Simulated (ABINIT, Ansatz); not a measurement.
An input for ABINIT 10.8.3 (CdF2 (Fm-3m)):

```
acell 3*1.0 Angstrom
rprim 
  0.000000000000 2.694000000000 2.694000000000
  2.694000000000 -0.000000000000 2.694000000000
  2.694000000000 2.694000000000 -0.000000000000
ntypat 2
znucl 48 9
natom 3
typat 1 2 2
xred 
  0.000000000000 0.000000000000 0.000000000000
  0.250000000000 0.250000000000 0.250000000000
  0.750000000000 0.750000000000 0.750000000000
pp_dirpath "pseudos"
pseudos "Cd.upf, F.upf"
ecut 47
ngkpt 4 4 4
nshiftk 1
shiftk 0 0 0
kptopt 1
chksymbreak 0
istwfk *1
occopt 1
irdwfk 1
optdriver 3
nband 64
ecuteps 5.2
inclvkb 2
awtr 1
symchi 1
gwcalctyp 2
nfreqre 16
freqremax 40 eV
nfreqim 8
spmeth 1
nomegasf 120
indata_prefix "in"
outdata_prefix "out"
tmpdata_prefix "tmp"
```

```sh
OMP_NUM_THREADS=1 mpirun -n 4 abinit run.abi > log
```

Question: Estimate wall time and host memory on 4 MPI ranks of Arm Neoverse V2, shared host.

It took 23 s; on shared hardware allow 12 s to 46 s. Peak host memory was 1.0 GiB.

[Paths, hosts, dates, memory and timing lines, banners, echoed tables and standing remarks are left out of the program output.]

[Logs are printed without paths, hosts, clocks, repeated set-up lines and the standing remarks that a program may print on its own settings, such as how far it seeks lower states.]

[Runs of the session that timed out or met a known fault of the program may be left out.]

[No measured gap is set beside runs whose start may be inverted or whose files or cutoffs have a known fault.]

[Hosts, paths, dates, database ids (printed as entryN), source tags and the programs' standing remarks are cut or masked in the printed files.]

[G0W0 gaps are taken among the corrected bands and points alone; a level outside them can change the order at an edge.]

[Where Ansatz stands beside ABINIT at settings called matched, ABINIT's density can come from a denser mesh and the files from another edition; pairs whose starting gaps differed by over 0.03 eV were left out, so agreement reads better than it is.]
